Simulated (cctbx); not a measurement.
# Absolute structure of Zn12Co16O

Space group R3m (no. 160), a = 12.2250 Å, b = 12.2250 Å, c = 7.8550 Å, α = 90.00°, β = 90.00°, γ = 120.00°.

| atom | mult. | x | y | z | Ueq (Å²) |
| --- | --- | --- | --- | --- | --- |
| Zn1 | 18 | 0.8556 | 0.3328 | 0.5013 | 0.0075 |
| Zn2 | 9 | 0.1239 | 0.0619 | 0.7125 | 0.0107 |
| Zn3 | 9 | 0.5927 | 0.7964 | 0.6020 | 0.0172 |
| Co1 | 18 | 0.9782 | 0.2867 | 0.6857 | 0.0139 |
| Co2 | 9 | 0.0944 | 0.1888 | 0.4837 | 0.0199 |
| Co3 | 9 | 0.7816 | 0.5631 | 0.2222 | 0.0262 |
| Co4 | 9 | 0.2658 | 0.1329 | 0.4448 | 0.0124 |
| Co5 | 3 | 0 | 0 | 0.0449 | 0.0201 |
| O1 | 3 | 0 | 0 | 0.3854 | 0.0316 |

The model is made up (kin elements in a known structure type, no relaxation), so it says nothing on whether the phase exists.

Data sets are simulated with cctbx and refined with Bijvoet mates kept apart; Flack x is then fitted as the share of an inverted twin with the atoms fixed, Hooft y from the Bijvoet differences. The group is acentric but holds improper operations, so there is an absolute structure (orientation) and no hand.

Untwinned crystal. What Flack and Hooft values should come out?

| λ (Å) | extinction (unmodelled) | d min (Å) | top counts | error (%) | model | R1 | Flack x | s.u. | Hooft y | s.u. | pairs |
| --- | --- | --- | --- | --- | --- | --- | --- | --- | --- | --- | --- |
| 0.71073 | 0.3 | 0.77 | 5000 | 6 | as given | 0.0225 | 0.13 | 0.07 | 0.130 | 0.076 | 296 |
| 0.71073 | 0.3 | 0.77 | 5000 | 6 | inverted | 0.0255 | 0.86 | 0.07 | 0.869 | 0.076 | 296 |
| 1.54184 | 0 | 0.83 | 70000 | 6 | as given | 0.0131 | 0.000 | 0.0011 | 0.004 | 0.003 | 236 |

With Mo Kα, x is within 3 s.u. of 0, so the absolute structure is right, though an s.u. above 0.04 can't exclude a small twin share. With Cu Kα, x is within 3 s.u. of 0, so the absolute structure is right. Inverting the model turns x into about 1 − x.

A further crystal gives:

| λ (Å) | extinction (unmodelled) | d min (Å) | top counts | error (%) | model | R1 | Flack x | s.u. | Hooft y | s.u. | pairs |
| --- | --- | --- | --- | --- | --- | --- | --- | --- | --- | --- | --- |
| 0.71073 | 0 | 0.84 | 70000 | 6 | as given | 0.0125 | 0.14 | 0.02 | 0.149 | 0.034 | 229 |

**Question.** What is it?

It was simulated as an inversion twin with a fraction 0.15 of the inverted domain. Flack x is over 3 s.u. from both 0 and 1 and reads that fraction.
